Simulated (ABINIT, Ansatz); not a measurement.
# SnH2 (P-3m1): zone-centre phonons, part 3 of 4

Aim: the zone-centre modes of SnH2 (P-3m1).

ABINIT 10.8.3; DFT PBE, scalar-relativistic, plane waves, PseudoDojo norm-conserving pseudopotentials.

So far. Step 3 (Ground state): The cell stands at -1.1 GPa: the relaxation ran with a smoothed and higher cutoff, and the difference is a stress of the finite basis. Step 4 (Zone-centre response): The acoustic modes at Γ come out as far as 2.2 cm⁻¹ from zero, where they should vanish, a small numerical error. The lowest optical mode is imaginary, 335i cm⁻¹, an instability at this level and on this k mesh. The relaxed cell has a = 3.632, c = 3.273 Å (conventional setting).

The structure was built from a prototype and need not be the compound's stable phase.

## (5) Zone-centre analysis

anaddb reads the merged derivatives and imposes the acoustic sum rule.

Input file anaddb.abi:

```
ddb_filepath "gamma_DDB"
output_file "anaddb.abo"
outdata_prefix "anaddb"
asr 1
chneut 1
enunit 2
eivec 1
nph1l 1
qph1l 0.0 0.0 0.0 1.0
```

Input file mrgddb.in:

```
gamma_DDB
merged
2
dfpt_gammao_DDB
gso_DDB
```

Started as:

```sh
$ mrgddb < mrgddb.in > mrgddb.log
$ OMP_NUM_THREADS=1 anaddb anaddb.abi > anaddb.log
```

anaddb.abo, the main output file:

```text
-outvars_anaddb: echo values of input variables ----------------------

 Miscellaneous information :
      enunit         2
       eivec         1
         asr         1
 First list of wavevector (reduced coord.) :
       nph1l         1
       qph1l
                     0.00000000E+00  0.00000000E+00  0.00000000E+00    1.000E+00

================================================================================

 read the DDB information and perform some checks

  ==== Info on the Cryst% object ====
 Real(R)+Recip(G) space primitive vectors, cartesian coordinates (Bohr,Bohr^-1):
 R(1)=  6.8625876  0.0000000  0.0000000  G(1)=  0.1457176  0.0841301  0.0000000
 R(2)= -3.4312938  5.9431752  0.0000000  G(2)=  0.0000000  0.1682602  0.0000000
 R(3)=  0.0000000  0.0000000  6.1856455  G(3)=  0.0000000  0.0000000  0.1616646
 Unit cell volume ucvol=  2.5228502E+02 bohr^3
 Angles (23,13,12)=  9.00000000E+01  9.00000000E+01  1.20000000E+02 degrees
 Time-reversal symmetry is present
 Reduced atomic positions [iatom, xred, symbol]:
    1)    0.0000000  0.0000000  0.0000000  Sn
    2)    0.3333333  0.6666667  0.2160476   H
    3)    0.6666667  0.3333333  0.7839524   H

 DDB file with 3 blocks has been read.

================================================================================

 Treat the first list of vectors

  Phonon wavevector (reduced coordinates) :  0.00000  0.00000  0.00000
 Phonon energies in Hartree :
  -1.526409E-03 -1.526409E-03  0.000000E+00  0.000000E+00  0.000000E+00
   2.101750E-03  3.585714E-03  3.650164E-03  3.650164E-03
 Phonon energies in meV     :
- -4.153571E+01 -4.153571E+01  0.000000E+00  0.000000E+00  0.000000E+00
-  5.719153E+01  9.757226E+01  9.932602E+01  9.932602E+01
 Phonon frequencies in cm-1    :
- -3.350081E+02 -3.350081E+02  0.000000E+00  0.000000E+00  0.000000E+00
-  4.612808E+02  7.869733E+02  8.011183E+02  8.011183E+02
 Phonon frequencies in Thz     :
- -1.004329E+01 -1.004329E+01  0.000000E+00  0.000000E+00  0.000000E+00
-  1.382885E+01  2.359287E+01  2.401692E+01  2.401692E+01
 Phonon energies in Kelvin  :
- -4.820020E+02 -4.820020E+02  0.000000E+00  0.000000E+00  0.000000E+00
-  6.636802E+02  1.132279E+03  1.152631E+03  1.152631E+03

 Eigendisplacements
 (will be given, for each mode : in cartesian coordinates
   for each atom the real part of the displacement vector,
   then the imaginary part of the displacement vector - absolute values smaller than 1.0d-7 are set to zero)
  Mode number    1   Energy   -1.526409E-03
 Attention : low frequency mode.
   (Could be unstable or acoustic mode)
-  1  2.77794498E-04  0.00000000E+00  0.00000000E+00
-     0.00000000E+00  0.00000000E+00  0.00000000E+00
-  2 -1.63580230E-02  0.00000000E+00  0.00000000E+00
-     0.00000000E+00  0.00000000E+00  0.00000000E+00
-  3 -1.63580230E-02  0.00000000E+00  0.00000000E+00
-     0.00000000E+00  0.00000000E+00  0.00000000E+00
  Mode number    2   Energy   -1.526409E-03
 Attention : low frequency mode.
   (Could be unstable or acoustic mode)
-  1  0.00000000E+00  2.77794498E-04  0.00000000E+00
-     0.00000000E+00  0.00000000E+00  0.00000000E+00
-  2  0.00000000E+00 -1.63580230E-02  0.00000000E+00
-     0.00000000E+00  0.00000000E+00  0.00000000E+00
-  3  0.00000000E+00 -1.63580230E-02  0.00000000E+00
-     0.00000000E+00  0.00000000E+00  0.00000000E+00
  Mode number    3   Energy    0.000000E+00
 Attention : low frequency mode.
   (Could be unstable or acoustic mode)
-  1  0.00000000E+00  0.00000000E+00  2.13166894E-03
-     0.00000000E+00  0.00000000E+00  0.00000000E+00
-  2  0.00000000E+00  0.00000000E+00  2.13166961E-03
-     0.00000000E+00  0.00000000E+00  0.00000000E+00
-  3  0.00000000E+00  0.00000000E+00  2.13166961E-03
-     0.00000000E+00  0.00000000E+00  0.00000000E+00
  Mode number    4   Energy    0.000000E+00
 Attention : low frequency mode.
   (Could be unstable or acoustic mode)
-  1  2.29317827E-07 -2.13166767E-03  0.00000000E+00
-     0.00000000E+00  0.00000000E+00  0.00000000E+00
-  2  2.29325987E-07 -2.13174352E-03  0.00000000E+00
-     0.00000000E+00  0.00000000E+00  0.00000000E+00
-  3  2.29325987E-07 -2.13174352E-03  0.00000000E+00
-     0.00000000E+00  0.00000000E+00  0.00000000E+00
  Mode number    5   Energy    0.000000E+00
 Attention : low frequency mode.
   (Could be unstable or acoustic mode)
-  1  2.13166767E-03  2.29317827E-07  0.00000000E+00
-     0.00000000E+00  0.00000000E+00  0.00000000E+00
-  2  2.13174352E-03  2.29325986E-07  0.00000000E+00
-     0.00000000E+00  0.00000000E+00  0.00000000E+00
-  3  2.13174352E-03  2.29325986E-07  0.00000000E+00
-     0.00000000E+00  0.00000000E+00  0.00000000E+00
  Mode number    6   Energy    2.101750E-03
;  1  0.00000000E+00  0.00000000E+00  2.77784864E-04
;     0.00000000E+00  0.00000000E+00  0.00000000E+00
;  2  0.00000000E+00  0.00000000E+00 -1.63580327E-02
;     0.00000000E+00  0.00000000E+00  0.00000000E+00
;  3  0.00000000E+00  0.00000000E+00 -1.63580327E-02
;     0.00000000E+00  0.00000000E+00  0.00000000E+00
  Mode number    7   Energy    3.585714E-03
;  1  0.00000000E+00  0.00000000E+00  0.00000000E+00
;     0.00000000E+00  0.00000000E+00  0.00000000E+00
;  2  0.00000000E+00  0.00000000E+00  1.64963405E-02
;     0.00000000E+00  0.00000000E+00  0.00000000E+00
;  3  0.00000000E+00  0.00000000E+00 -1.64963405E-02
;     0.00000000E+00  0.00000000E+00  0.00000000E+00
  Mode number    8   Energy    3.650164E-03
-  1  0.00000000E+00  0.00000000E+00  0.00000000E+00
-     0.00000000E+00  0.00000000E+00  0.00000000E+00
-  2  0.00000000E+00  1.64963405E-02  0.00000000E+00
-     0.00000000E+00  0.00000000E+00  0.00000000E+00
-  3  0.00000000E+00 -1.64963405E-02  0.00000000E+00
-     0.00000000E+00  0.00000000E+00  0.00000000E+00
  Mode number    9   Energy    3.650164E-03
-  1  0.00000000E+00  0.00000000E+00  0.00000000E+00
-     0.00000000E+00  0.00000000E+00  0.00000000E+00
-  2  1.64963405E-02  0.00000000E+00  0.00000000E+00
-     0.00000000E+00  0.00000000E+00  0.00000000E+00
-  3 -1.64963405E-02  0.00000000E+00  0.00000000E+00
-     0.00000000E+00  0.00000000E+00  0.00000000E+00

 Analysis of degeneracies and characters (maximum tolerance=1.00E-06 a.u.)
 For each vibration mode, or group of modes if degenerate,
 the characters are given for each symmetry operation (see the list in the log file).
 Symmetry characters of vibration mode #   1
        degenerate with vibration mode #   2
  2.0 -2.0 -0.0  0.0 -1.0  1.0  0.0 -0.0 -1.0  1.0  0.0 -0.0
 Symmetry characters of vibration mode #   3
       degenerate with vibration modes #   4 to    5
  3.0 -3.0  1.0 -1.0  0.0 -0.0  1.0 -1.0  0.0 -0.0  1.0 -1.0
 Symmetry characters of vibration mode #   6
  1.0 -1.0  1.0 -1.0  1.0 -1.0  1.0 -1.0  1.0 -1.0  1.0 -1.0
 Symmetry characters of vibration mode #   7
  1.0  1.0  1.0  1.0  1.0  1.0  1.0  1.0  1.0  1.0  1.0  1.0
 Symmetry characters of vibration mode #   8
        degenerate with vibration mode #   9
  2.0  2.0  0.0  0.0 -1.0 -1.0 -0.0 -0.0 -1.0 -1.0 -0.0 -0.0
-
```

Wall time 0.52 s (1 thread of Arm Neoverse V2, shared host).

No LO-TO term; unit eigenvectors of the mass-weighted matrix, from anaddb's displacements. The modes at Γ (shares of kinetic energy by element, %) (negative means imaginary):

| mode | frequency (cm⁻¹) | Sn % | H % |
| --- | --- | --- | --- |
| 1 | -335.0 | 2 | 98 |
| 2 | -335.0 | 2 | 98 |
| 3 | 0.0 | 98 | 2 |
| 4 | 0.0 | 98 | 2 |
| 5 | 0.0 | 98 | 2 |
| 6 | 461.3 | 2 | 98 |
| 7 | 787.0 | 0 | 100 |
| 8 | 801.1 | 0 | 100 |
| 9 | 801.1 | 0 | 100 |

Displacements in mode 1 (-335.0 cm⁻¹), the largest set to 1:
```
Sn1  0.02  0.00  0.00
H2  -1.00  0.00  0.00
H3  -1.00  0.00  0.00
```

Displacements in mode 6 (461.3 cm⁻¹), the largest set to 1:
```
Sn1  0.00  0.00  0.02
H2   0.00  0.00 -1.00
H3   0.00  0.00 -1.00
```

The rule moves no optical mode by more than 0.2 cm⁻¹.

## (6) Sum rules set otherwise (asr 0)

Without the rule the raw error of the acoustic modes shows.

anaddb.abi, as its differences from that of step 5:

```diff
@@ -3,4 +3,4 @@
 outdata_prefix "anaddb"
-asr 1
-chneut 1
+asr 0
+chneut 0
 enunit 2
```

mrgddb.in is that of step 5.

anaddb.abo, the main output file:

```text
-outvars_anaddb: echo values of input variables ----------------------

 Miscellaneous information :
      enunit         2
       eivec         1
      chneut         0
 First list of wavevector (reduced coord.) :
       nph1l         1
       qph1l
                     0.00000000E+00  0.00000000E+00  0.00000000E+00    1.000E+00

================================================================================

 read the DDB information and perform some checks

  ==== Info on the Cryst% object ====
 Real(R)+Recip(G) space primitive vectors, cartesian coordinates (Bohr,Bohr^-1):
 R(1)=  6.8625876  0.0000000  0.0000000  G(1)=  0.1457176  0.0841301  0.0000000
 R(2)= -3.4312938  5.9431752  0.0000000  G(2)=  0.0000000  0.1682602  0.0000000
 R(3)=  0.0000000  0.0000000  6.1856455  G(3)=  0.0000000  0.0000000  0.1616646
 Unit cell volume ucvol=  2.5228502E+02 bohr^3
 Angles (23,13,12)=  9.00000000E+01  9.00000000E+01  1.20000000E+02 degrees
 Time-reversal symmetry is present
 Reduced atomic positions [iatom, xred, symbol]:
    1)    0.0000000  0.0000000  0.0000000  Sn
    2)    0.3333333  0.6666667  0.2160476   H
    3)    0.6666667  0.3333333  0.7839524   H

 DDB file with 3 blocks has been read.

================================================================================

 Treat the first list of vectors

  Phonon wavevector (reduced coordinates) :  0.00000  0.00000  0.00000
 Phonon energies in Hartree :
  -1.526451E-03 -1.526451E-03 -9.940948E-06 -9.940948E-06  9.178049E-06
   2.102209E-03  3.585988E-03  3.650146E-03  3.650146E-03
 Phonon energies in meV     :
- -4.153684E+01 -4.153684E+01 -2.705070E-01 -2.705070E-01  2.497474E-01
-  5.720401E+01  9.757970E+01  9.932554E+01  9.932554E+01
 Phonon frequencies in cm-1    :
- -3.350172E+02 -3.350172E+02 -2.181786E+00 -2.181786E+00  2.014349E+00
-  4.613815E+02  7.870333E+02  8.011145E+02  8.011145E+02
 Phonon frequencies in Thz     :
- -1.004356E+01 -1.004356E+01 -6.540830E-02 -6.540830E-02  6.038866E-02
-  1.383187E+01  2.359467E+01  2.401681E+01  2.401681E+01
 Phonon energies in Kelvin  :
- -4.820150E+02 -4.820150E+02 -3.139103E+00 -3.139103E+00  2.898199E+00
-  6.638250E+02  1.132365E+03  1.152625E+03  1.152625E+03

 Eigendisplacements
 (will be given, for each mode : in cartesian coordinates
   for each atom the real part of the displacement vector,
   then the imaginary part of the displacement vector - absolute values smaller than 1.0d-7 are set to zero)
  Mode number    1   Energy   -1.526451E-03
 Attention : low frequency mode.
   (Could be unstable or acoustic mode)
-  1  2.77791207E-04  0.00000000E+00  0.00000000E+00
-     0.00000000E+00  0.00000000E+00  0.00000000E+00
-  2 -1.63580263E-02  0.00000000E+00  0.00000000E+00
-     0.00000000E+00  0.00000000E+00  0.00000000E+00
-  3 -1.63580263E-02  0.00000000E+00  0.00000000E+00
-     0.00000000E+00  0.00000000E+00  0.00000000E+00
  Mode number    2   Energy   -1.526451E-03
 Attention : low frequency mode.
   (Could be unstable or acoustic mode)
-  1  0.00000000E+00  2.77791207E-04  0.00000000E+00
-     0.00000000E+00  0.00000000E+00  0.00000000E+00
-  2  0.00000000E+00 -1.63580263E-02  0.00000000E+00
-     0.00000000E+00  0.00000000E+00  0.00000000E+00
-  3  0.00000000E+00 -1.63580263E-02  0.00000000E+00
-     0.00000000E+00  0.00000000E+00  0.00000000E+00
  Mode number    3   Energy   -9.940948E-06
 Attention : low frequency mode.
   (Could be unstable or acoustic mode)
-  1  0.00000000E+00  2.13166811E-03  0.00000000E+00
-     0.00000000E+00  0.00000000E+00  0.00000000E+00
-  2  0.00000000E+00  2.13171828E-03  0.00000000E+00
-     0.00000000E+00  0.00000000E+00  0.00000000E+00
-  3  0.00000000E+00  2.13171828E-03  0.00000000E+00
-     0.00000000E+00  0.00000000E+00  0.00000000E+00
  Mode number    4   Energy   -9.940948E-06
 Attention : low frequency mode.
   (Could be unstable or acoustic mode)
-  1  2.13166811E-03  0.00000000E+00  0.00000000E+00
-     0.00000000E+00  0.00000000E+00  0.00000000E+00
-  2  2.13171828E-03  0.00000000E+00  0.00000000E+00
-     0.00000000E+00  0.00000000E+00  0.00000000E+00
-  3  2.13171828E-03  0.00000000E+00  0.00000000E+00
-     0.00000000E+00  0.00000000E+00  0.00000000E+00
  Mode number    5   Energy    9.178049E-06
 Attention : low frequency mode.
   (Could be unstable or acoustic mode)
;  1  0.00000000E+00  0.00000000E+00  2.13168430E-03
;     0.00000000E+00  0.00000000E+00  0.00000000E+00
;  2  0.00000000E+00  0.00000000E+00  2.13076477E-03
;     0.00000000E+00  0.00000000E+00  0.00000000E+00
;  3  0.00000000E+00  0.00000000E+00  2.13076477E-03
;     0.00000000E+00  0.00000000E+00  0.00000000E+00
  Mode number    6   Energy    2.102209E-03
;  1  0.00000000E+00  0.00000000E+00  2.77666952E-04
;     0.00000000E+00  0.00000000E+00  0.00000000E+00
;  2  0.00000000E+00  0.00000000E+00 -1.63581506E-02
;     0.00000000E+00  0.00000000E+00  0.00000000E+00
;  3  0.00000000E+00  0.00000000E+00 -1.63581506E-02
;     0.00000000E+00  0.00000000E+00  0.00000000E+00
  Mode number    7   Energy    3.585988E-03
;  1  0.00000000E+00  0.00000000E+00  0.00000000E+00
;     0.00000000E+00  0.00000000E+00  0.00000000E+00
;  2  0.00000000E+00  0.00000000E+00  1.64963405E-02
;     0.00000000E+00  0.00000000E+00  0.00000000E+00
;  3  0.00000000E+00  0.00000000E+00 -1.64963405E-02
;     0.00000000E+00  0.00000000E+00  0.00000000E+00
  Mode number    8   Energy    3.650146E-03
-  1  0.00000000E+00  0.00000000E+00  0.00000000E+00
-     0.00000000E+00  0.00000000E+00  0.00000000E+00
-  2  0.00000000E+00  1.64963405E-02  0.00000000E+00
-     0.00000000E+00  0.00000000E+00  0.00000000E+00
-  3  0.00000000E+00 -1.64963405E-02  0.00000000E+00
-     0.00000000E+00  0.00000000E+00  0.00000000E+00
  Mode number    9   Energy    3.650146E-03
-  1  0.00000000E+00  0.00000000E+00  0.00000000E+00
-     0.00000000E+00  0.00000000E+00  0.00000000E+00
-  2  1.64963405E-02  0.00000000E+00  0.00000000E+00
-     0.00000000E+00  0.00000000E+00  0.00000000E+00
-  3 -1.64963405E-02  0.00000000E+00  0.00000000E+00
-     0.00000000E+00  0.00000000E+00  0.00000000E+00

 Analysis of degeneracies and characters (maximum tolerance=1.00E-06 a.u.)
 For each vibration mode, or group of modes if degenerate,
 the characters are given for each symmetry operation (see the list in the log file).
 Symmetry characters of vibration mode #   1
        degenerate with vibration mode #   2
  2.0 -2.0 -0.0  0.0 -1.0  1.0  0.0  0.0 -1.0  1.0  0.0  0.0
 Symmetry characters of vibration mode #   3
        degenerate with vibration mode #   4
  2.0 -2.0  0.0 -0.0 -1.0  1.0  0.0  0.0 -1.0  1.0 -0.0  0.0
 Symmetry characters of vibration mode #   5
  1.0 -1.0  1.0 -1.0  1.0 -1.0  1.0 -1.0  1.0 -1.0  1.0 -1.0
 Symmetry characters of vibration mode #   6
  1.0 -1.0  1.0 -1.0  1.0 -1.0  1.0 -1.0  1.0 -1.0  1.0 -1.0
 Symmetry characters of vibration mode #   7
  1.0  1.0  1.0  1.0  1.0  1.0  1.0  1.0  1.0  1.0  1.0  1.0
 Symmetry characters of vibration mode #   8
        degenerate with vibration mode #   9
  2.0  2.0 -0.0 -0.0 -1.0 -1.0  0.0  0.0 -1.0 -1.0  0.0  0.0
-
```

It took 0.51 s on 1 thread.

Zone-centre frequencies as printed; negative means imaginary. Modes:

| mode | frequency (cm⁻¹) |
| --- | --- |
| 1 | -335 |
| 2 | -335 |
| 3 | -2.18 |
| 4 | -2.18 |
| 5 | 2.01 |
| 6 | 461.4 |
| 7 | 787 |
| 8 | 801.1 |
| 9 | 801.1 |

(Part 3 of 4 ends here.)

[Host names and launcher messages were left out of these logs when they were recorded.]

[Logs are printed without paths, hosts, clocks, repeated set-up lines and the standing remarks that a program may print on its own settings, such as how far it seeks lower states.]

[Hosts, paths, dates, database ids (printed as entryN), source tags and the programs' standing remarks are cut or masked in the printed files.]
